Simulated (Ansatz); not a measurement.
**ZnPS3 (C2/m): the gap up the ladder of methods**

Aim: the gap of ZnPS3 (C2/m) at several levels of theory on one structure, with the time that each takes.

Method: density functionals, hybrids and G0W0, plane waves, PAW, in Ansatz 0.2.0.

This is a report of a sequence of runs, with most program output left out.

In doubt: masses and optical values from hybrid runs of this build are listed as unsure (step 7), which bears on the screening that GW takes from such a start.

### 1. Set-up

The structure is monoclinic, space group C2/m (No. 12). Conventional cell: a = 5.848 Å, b = 10.137 Å, c = 6.591 Å, α = 90.00°, β = 107.04°, γ = 90.00°. Nearest to Zn lie 6 S at 2.50 to 2.51 Å. Nearest to P lie 3 S at 2.03 Å and 1 P at 2.19 Å. Nearest to S lie 1 P at 2.03 Å and 2 Zn at 2.50 Å. S has 1 P at 2.03 Å and 2 Zn at 2.51 Å nearest. Farther neighbours and most contacts between anions are not listed.

The structure was relaxed with LDA. The runs that relaxed it are not among those shown. The default PAW set here is soft_2. Its files were made with PBE.

### 2. LDA on the 6×6×4 mesh

Levels along a band path and on the mesh show where this functional puts the band edges.

This step: DFT, LDA, plane waves, PAW.

File input.yaml:

```yaml
crystal:
  lattice:
    - [2.9241439516, -5.0686337764, 0.0002131003]
    - [2.9241439516, 5.0686337764, 0.0002131003]
    - [-1.9314010456, 0.0, 6.30138264]
  atoms:
    - { symbol: Zn, position: [0.6674819479, 0.3325180521, 0.0] }
    - { symbol: Zn, position: [0.3325180521, 0.6674819479, 0.0] }
    - { symbol: P, position: [0.9420357264, 0.9420357264, 0.8265338672] }
    - { symbol: P, position: [0.0579642736, 0.0579642736, 0.1734661328] }
    - { symbol: S, position: [0.5801548021, 0.9164201668, 0.7487598531] }
    - { symbol: S, position: [0.0835798332, 0.4198451979, 0.2512401469] }
    - { symbol: S, position: [0.7465943414, 0.7465943414, 0.2505942246] }
    - { symbol: S, position: [0.2534056586, 0.2534056586, 0.7494057754] }
    - { symbol: S, position: [0.4198451979, 0.0835798332, 0.2512401469] }
    - { symbol: S, position: [0.9164201668, 0.5801548021, 0.7487598531] }
kpoints:
  mp_grid: { grid: [6, 6, 4] }
  band_path:
    path:
      - [[0.0, 0.0, 0.0], [-0.5, 0.5, 0.0], [-0.5, 0.5, 0.5], [0.0, 0.0, 0.5], [0.0, 0.0, 0.0]]
      - [[-0.5, 0.0, 0.5], [0.0, 0.0, 0.0], [-0.5, 0.0, 0.0]]
    npoints: 10
hamiltonian:
  xc: lda
scf:
  occupations: { method: fermi_dirac, width: 0.02 }
  n_extra_bands: 7
output:
  eigenvalues: true
  forces: true
  stress: true
  write_density: true
  write_potential: true
  elf: true
  volumetric_format: npy
```

Started as:

```
$ ansatz run input.yaml --threads 8 --pin off --max-ram 55296MiB --backend cuda --events-out ev --progress --plain --runs-dir out --devices 1 --max-vram 24GiB
```

The job ended after 2.4 s (1 × NVIDIA H100 80GB HBM3 with 8 threads of AMD EPYC 7R13 (Zen 3), shared host; peak memory 1.1 GiB; 4.4 s of CPU time).

This step gave:

```
pressure             : 9.06e-4 GPa
filled bands         : 35
gap                  : 1.981 eV
valence top at       : k = (0.333, 0.333, -0.500)
conduction bottom at : Γ
least direct gap     : 2.223 eV
```

Over mesh and path the gap is 1.981 eV, from k = (0.333, 0.333, -0.500) to k = Γ. The least direct gap found is 2.223 eV, at k = (0.333, 0.333, 0.250).

### 3. r2SCAN on the 6×6×4 mesh

r2SCAN is a meta-GGA: it depends on the kinetic-energy density as well as on the density and its gradient.

This step: DFT, r2SCAN, plane waves, PAW.

input.yaml: that of step 2 with these lines changed.

```diff
@@ -20,9 +20,15 @@
     path:
-      - [[0.0, 0.0, 0.0], [-0.5, 0.5, 0.0], [-0.5, 0.5, 0.5], [0.0, 0.0, 0.5], [0.0, 0.0, 0.0]]
-      - [[-0.5, 0.0, 0.5], [0.0, 0.0, 0.0], [-0.5, 0.0, 0.0]]
-    npoints: 10
+      - [0.0, 0.0, 0.0]
+      - [-0.5, 0.5, 0.0]
+      - [-0.5, 0.5, 0.5]
+      - [0.0, 0.0, 0.5]
+      - [-0.5, 0.0, 0.5]
+      - [-0.5, 0.0, 0.0]
+      - [0.3333333333, 0.3333333333, -0.5]
+      - [0.3333333333, 0.3333333333, 0.25]
+    npoints: 1
 hamiltonian:
-  xc: lda
+  xc: r2scan
 scf:
-  occupations: { method: fermi_dirac, width: 0.02 }
+  occupations: { method: fixed }
   n_extra_bands: 7
```

Elapsed: 2.8 s, on 1 × NVIDIA H100 80GB HBM3 with 8 threads; peak memory 1.4 GiB; 6.3 s of CPU time.

This step gave:

- pressure: 3.733 GPa
- gap: 2.705 eV
- valence top at: k = (0.333, 0.333, -0.500)
- conduction bottom at: Γ
- least direct gap: 2.737 eV

Over mesh and listed points the gap is 2.705 eV, from k = (0.333, 0.333, -0.500) to k = Γ. The least direct gap found is 2.737 eV, at k = (0.333, 0.333, -0.500). r2SCAN against LDA: 2.705 − 1.981 = +0.724 eV. The runs also differ in plane-wave cutoff (420 eV and 500 eV), so how much of this comes from the functional alone is not known.

### 4. HSE06 on the 4×4×2 mesh

HSE06 mixes in a quarter of exact exchange at short range.

This step: DFT, HSE06, plane waves, PAW.

input.yaml: that of step 3 with these lines changed.

```diff
@@ -17,3 +17,3 @@
 kpoints:
-  mp_grid: { grid: [6, 6, 4] }
+  mp_grid: { grid: [4, 4, 2] }
   band_path:
@@ -30,3 +30,3 @@
 hamiltonian:
-  xc: r2scan
+  xc: hse06
 scf:
@@ -36,4 +36,2 @@
   eigenvalues: true
-  forces: true
-  stress: true
   write_density: true
```

Wall time 9.5 s (1 × NVIDIA H100 80GB HBM3 with 8 threads); peak memory 1.5 GiB; 40 s of CPU time.

Numbers from this step:

| Item | Value |
| --- | --- |
| gap | 3.366 eV |
| valence top at | k = (0.333, 0.333, -0.500) |
| conduction bottom at | Γ |
| least direct gap | 3.426 eV |
| exact-exchange fraction | 0.25 |

Over mesh and listed points the gap is 3.366 eV, from k = (0.333, 0.333, -0.500) to k = Γ. The least direct gap found is 3.426 eV, at k = (0.333, 0.333, -0.500). On the 4×4×2 mesh alone the same run gives 3.541 eV, so that mesh misses an edge of HSE06: 3.541 − 3.366 = +0.175 eV. HSE06 against LDA: 3.366 − 1.981 = +1.385 eV. The runs also differ in mesh (6×6×4 and 4×4×2), so how much of this comes from the functional alone is not known.

### 5. PBE0 on the 4×4×2 mesh

PBE0 mixes in a quarter of exact exchange at all distances.

This step: DFT, PBE0, plane waves, PAW.

input.yaml: that of step 4 with these lines changed.

```diff
@@ -30,3 +30,3 @@
 hamiltonian:
-  xc: hse06
+  xc: pbe0
 scf:
@@ -36,5 +36 @@
   eigenvalues: true
-  write_density: true
-  write_potential: true
-  elf: true
-  volumetric_format: npy
```

Run time: 8.9 s. Hardware: 1 × NVIDIA H100 80GB HBM3 with 8 threads; peak memory 1.4 GiB; 37 s of CPU time.

Numbers from this step:

| Property | Result |
| --- | --- |
| gap | 4.053 eV |
| valence top at | k = (0.333, 0.333, -0.500) |
| conduction bottom at | Γ |
| least direct gap | 4.137 eV |
| exact-exchange fraction | 0.25 |

Over mesh and listed points the gap is 4.053 eV, from k = (0.333, 0.333, -0.500) to k = Γ. The least direct gap found is 4.137 eV, at k = (0.333, 0.333, -0.500). On the 4×4×2 mesh alone the same run gives 4.237 eV, so that mesh misses an edge of PBE0: 4.237 − 4.053 = +0.184 eV. PBE0 against HSE06: 4.053 − 3.366 = +0.687 eV, with the same mesh, files and cutoff, and both edges at the same k points.

### 6. G0W0@LDA, 4×4×2 mesh, 779 empty bands, screening to 150 eV

G0W0 replaces the xc potential by a self-energy built once from the orbitals of the start. Levels are corrected in the window of bands that the input names, at points of the mesh.

This step: G0W0 on LDA, plane waves, PAW.

input.yaml: that of step 5 with these lines changed.

```diff
@@ -18,19 +18,11 @@
   mp_grid: { grid: [4, 4, 2] }
-  band_path:
-    path:
-      - [0.0, 0.0, 0.0]
-      - [-0.5, 0.5, 0.0]
-      - [-0.5, 0.5, 0.5]
-      - [0.0, 0.0, 0.5]
-      - [-0.5, 0.0, 0.5]
-      - [-0.5, 0.0, 0.0]
-      - [0.3333333333, 0.3333333333, -0.5]
-      - [0.3333333333, 0.3333333333, 0.25]
-    npoints: 1
 hamiltonian:
-  xc: pbe0
+  xc: lda
 scf:
   occupations: { method: fixed }
-  n_extra_bands: 7
-output:
-  eigenvalues: true
+gw:
+  n_empty_bands: 779
+  ecut_chi: 150.0
+  qp_bands: [v3, c3]
+  qp_kpoints: band_edges
+  screening: { model: contour_deformation }
```

Run time: 19 s. Hardware: 1 × NVIDIA H100 80GB HBM3 with 8 threads; peak memory 3.1 GiB.

Numbers from this step:

| Quantity | Value |
| --- | --- |
| bands summed | 814 |
| RPA ε∞ on this mesh (eigenvalues) | 5.077, 8.217, 8.239 |
| plane waves in the screening matrix | 789 |
| G0W0 gap over the corrected points | 3.405 eV |
| k of the valence top | -0.5, -0.5, 0 |
| k of the conduction bottom | 0, 0, 0 |
| starting gap on the mesh | 2.146 eV |
| Z at the valence top | 0.7556 |
| Z at the conduction bottom | 0.7830 |
| least direct G0W0 gap over the corrected points | 3.622 eV |

Over 13 of 14 irreducible mesh points the G0W0 gap is 3.405 eV, from k = (-0.500, -0.500, 0.000) to k = Γ. The LDA gap of this run on the mesh is 2.146 eV. The two states that bound the G0W0 gap lie that far apart at the start, so the correction of the gap is 3.405 − 2.146 = +1.259 eV.

### 7. G0W0@HSE06, 4×4×2 mesh, 362 empty bands, screening to 90 eV

This step: G0W0 on HSE06, plane waves, PAW.

input.yaml: that of step 6 with these lines changed.

```diff
@@ -19,3 +19,3 @@
 hamiltonian:
-  xc: lda
+  xc: hse06
 scf:
@@ -23,4 +23,4 @@
 gw:
-  n_empty_bands: 779
-  ecut_chi: 150.0
+  n_empty_bands: 362
+  ecut_chi: 90
   qp_bands: [v3, c3]
```

The job ended after 33 s (1 × NVIDIA H100 80GB HBM3 with 8 threads; peak memory 2.3 GiB).

Numbers from this step:

| Item | Value |
| --- | --- |
| bands summed | 397 |
| RPA ε∞ on this mesh (eigenvalues) | 4.015, 5.890, 5.898 |
| plane waves in the screening matrix | 365 |
| G0W0 gap over the corrected points | 4.039 eV |
| k of the valence top | -0.5, -0.5, 0 |
| k of the conduction bottom | 0, 0, 0 |
| starting gap on the mesh | 3.541 eV |
| Z at the valence top | 0.7915 |
| Z at the conduction bottom | 0.8132 |
| least direct G0W0 gap over the corrected points | 4.188 eV |

Over 13 of 14 irreducible mesh points the G0W0 gap is 4.039 eV, from k = (-0.500, -0.500, 0.000) to k = Γ. The HSE06 gap of this run on the mesh is 3.541 eV. The two states that bound the G0W0 gap lie that far apart at the start, so the correction of the gap is 4.039 − 3.541 = +0.498 eV. G0W0@HSE06 against G0W0@LDA with 397 bands (a further run, in the table below): 4.039 − 3.429 = +0.610 eV, with the same mesh, files and cutoffs, and both edges at the same k points.

### 8. G0W0@r2SCAN, 4×4×2 mesh, 362 empty bands, screening to 90 eV

This step: G0W0 on r2SCAN, plane waves, PAW.

input.yaml: that of step 7 with these lines changed.

```diff
@@ -19,3 +19,3 @@
 hamiltonian:
-  xc: hse06
+  xc: r2scan
 scf:
```

Run time: 10 s. Hardware: 1 × NVIDIA H100 80GB HBM3 with 8 threads; peak memory 2.3 GiB; 30 s of CPU time.

Numbers from this step:

* bands summed: 397
* RPA ε∞ on this mesh (eigenvalues): 4.354, 6.769, 6.780
* plane waves in the screening matrix: 365
* G0W0 gap over the corrected points: 3.787 eV
* k of the valence top: -0.5, -0.5, 0
* k of the conduction bottom: 0, 0, 0
* starting gap on the mesh: 2.875 eV
* Z at the valence top: 0.7742
* Z at the conduction bottom: 0.7977
* least direct G0W0 gap over the corrected points: 3.936 eV

Over 13 of 14 irreducible mesh points the G0W0 gap is 3.787 eV, from k = (-0.500, -0.500, 0.000) to k = Γ. The r2SCAN gap of this run on the mesh is 2.875 eV. The two states that bound the G0W0 gap lie that far apart at the start, so the correction of the gap is 3.787 − 2.875 = +0.912 eV. G0W0@r2SCAN against G0W0@HSE06 with 397 bands: 3.787 − 4.039 = −0.252 eV. The runs also differ in plane-wave cutoff (420 eV and 500 eV), so how much of this comes from the start alone is not known.

### 9. All levels together

Each gap is the least one over the points named; times are wall times on shared hosts, not benchmarks. A G0W0 time includes the run's own self-consistent start. Runs with listed points see these and the mesh alone, so an edge that moves elsewhere is missed. Rows marked * are further runs, not shown as steps, whose inputs differ from the G0W0 step on the same start in the columns given; solver thresholds can differ too.

```
      level   mesh       files, cutoff  bands summed, screening                            points  gap (eV)              valence top  conduction bottom  least direct gap (eV)   time
        LDA  6×6×4  soft_2 PAW, 420 eV                        -                     mesh and path     1.981   (0.333, 0.333, -0.500)                  Γ                  2.223  2.4 s
     r2SCAN  6×6×4  soft_2 PAW, 500 eV                        -            mesh and listed points     2.705   (0.333, 0.333, -0.500)                  Γ                  2.737  2.8 s
      HSE06  4×4×2  soft_2 PAW, 420 eV                        -            mesh and listed points     3.366   (0.333, 0.333, -0.500)                  Γ                  3.426  9.5 s
       PBE0  4×4×2  soft_2 PAW, 420 eV                        -            mesh and listed points     4.053   (0.333, 0.333, -0.500)                  Γ                  4.137  8.9 s
  G0W0@LDA*  4×4×2  soft_2 PAW, 420 eV               163, 45 eV  13 of 14 irreducible mesh points     3.501  (-0.500, -0.500, 0.000)                  Γ                  3.687  5.2 s
  G0W0@LDA*  4×4×2  soft_2 PAW, 420 eV               397, 90 eV  13 of 14 irreducible mesh points     3.429  (-0.500, -0.500, 0.000)                  Γ                  3.613  8.1 s
   G0W0@LDA  4×4×2  soft_2 PAW, 420 eV              814, 150 eV  13 of 14 irreducible mesh points     3.405  (-0.500, -0.500, 0.000)                  Γ                  3.622   19 s
  G0W0@LDA*  2×2×2  soft_2 PAW, 420 eV               397, 90 eV     all 6 irreducible mesh points     3.410  (-0.500, -0.500, 0.000)                  Γ                  3.586  3.6 s
 G0W0@HSE06  4×4×2  soft_2 PAW, 420 eV               397, 90 eV  13 of 14 irreducible mesh points     4.039  (-0.500, -0.500, 0.000)                  Γ                  4.188   33 s
G0W0@r2SCAN  4×4×2  soft_2 PAW, 500 eV               397, 90 eV  13 of 14 irreducible mesh points     3.787  (-0.500, -0.500, 0.000)                  Γ                  3.936   10 s
```

### 10. Summary of results

```json
{
 "LDA, over mesh and path": "1.981 eV",
 "r2SCAN, over mesh and listed points": "2.705 eV",
 "HSE06, over mesh and listed points": "3.366 eV",
 "PBE0, over mesh and listed points": "4.053 eV",
 "G0W0@LDA (814 bands, 4×4×2), over 13 of 14 irreducible mesh points": "3.405 eV",
 "G0W0@HSE06, over 13 of 14 irreducible mesh points": "4.039 eV",
 "G0W0@r2SCAN, over 13 of 14 irreducible mesh points": "3.787 eV",
 "known limits": "finite bands, screening cutoff and k mesh; no spin-orbit coupling in G0W0; d shells not analysed"
}
```

**Reading.** The rows run from 1.981 eV (LDA) to 4.053 eV (PBE0). They differ in mesh, plane-wave cutoff, bands and screening cutoff of G0W0 and the points over which the gap was sought as well as in level, so only pairs that share these are like for like. PBE0 against HSE06: 4.053 − 3.366 = +0.687 eV, with the same mesh, files and cutoff, and both edges at the same k points. G0W0@HSE06 against G0W0@LDA with 397 bands: 4.039 − 3.429 = +0.610 eV, with the same mesh, files and cutoffs, and both edges at the same k points. G0W0@LDA (814 bands, 4×4×2) moves the gap of its own start on the mesh by 3.405 − 2.146 = +1.259 eV, between the same two levels. Over mesh and path, LDA puts the valence top at k = (0.333, 0.333, -0.500), where no G0W0 correction was computed. The G0W0 gap over the whole zone is therefore not known from this run; at its settings it can only be equal to or under the 3.405 eV found, and no correction is carried over from another point. For the start itself the gap is 1.981 eV over mesh and path and 2.146 eV on the mesh of the G0W0 run, in runs that differ in mesh (6×6×4 and 4×4×2). G0W0@HSE06 moves the gap of its own start on the mesh by 4.039 − 3.541 = +0.498 eV, between the same two levels. Over mesh and listed points, HSE06 puts the valence top at k = (0.333, 0.333, -0.500), where no G0W0 correction was computed. The G0W0 gap over the whole zone is therefore not known from this run; at its settings it can only be equal to or under the 4.039 eV found, and no correction is carried over from another point. For the start itself the gap is 3.366 eV over mesh and listed points and 3.541 eV on the mesh of the G0W0 run. G0W0@r2SCAN moves the gap of its own start on the mesh by 3.787 − 2.875 = +0.912 eV, between the same two levels. Over mesh and listed points, r2SCAN puts the valence top at k = (0.333, 0.333, -0.500), where no G0W0 correction was computed. The G0W0 gap over the whole zone is therefore not known from this run; at its settings it can only be equal to or under the 3.787 eV found, and no correction is carried over from another point. For the start itself the gap is 2.705 eV over mesh and listed points and 2.875 eV on the mesh of the G0W0 run, in runs that differ in mesh (6×6×4 and 4×4×2). For G0W0@LDA: from 163 bands and 45 eV to 814 bands and 150 eV the gap moves by 3.405 − 3.501 = −0.096 eV (rung by rung 3.501, 3.429, 3.405 eV); bands and screening cutoff rise together, so their parts are not told apart. A line in one over the bands through the two highest rungs gives 3.405 + (3.405 − 3.429) × 397 / (814 − 397) = 3.382 eV, and through the pair below 3.429 + (3.429 − 3.501) × 163 / (397 − 163) = 3.379 eV. The two agree within 0.03 eV and the same two states bound the gap in each rung, so 3.382 eV is taken as an estimate of the limit on this mesh. The other G0W0 rows are shown at one basis each (397 bands), so their distance from the limit is not known here. With the 2×2×2 mesh in place of the 4×4×2 mesh and all else as in the G0W0@LDA row with 397 bands, the gap differs by 3.410 − 3.429 = −0.019 eV, and that of the start by 2.131 − 2.146 = −0.015 eV. The G0W0 runs are scalar-relativistic. One-shot GW is known to converge slowly in bands for compounds with shallow d shells. The cell holds Zn; the filling of the d shell and its place against the gap were not analysed here. G0W0@LDA runs of this series with other atomic data on the same mesh, not shown as steps, give 3.416 eV (hard PAW, 660 eV, 405 bands, screening to 90 eV; the table's row with the same empty bands and screening cutoff has 3.429 eV); where bands and cutoffs differ too, the part of the files is not isolated.

[Paths, hosts, dates, memory and timing lines, banners, echoed tables and standing remarks are left out of the program output.]

[Logs are printed without paths, hosts, clocks, repeated set-up lines and the standing remarks that a program may print on its own settings, such as how far it seeks lower states.]

[Runs of the session that timed out or met a known fault of the program may be left out.]

[Cells called generated may have been cut or substituted from an entry of the Crystallography Open Database or the Materials Project.]

[Hosts, paths, dates, database ids (printed as entryN), source tags and the programs' standing remarks are cut or masked in the printed files.]

[Where an RPA ε∞ is given, it is that of the G0W0 mesh and is not shown converged in it. Names of k-points follow the symmetry that the program found, which can be lower than the space group named. Band edges on a path are those of the sampled points; other points can move an edge, and change direct to indirect where valleys lie close.]

[Hybrid gaps are those of their k-mesh and are not shown converged in it.]
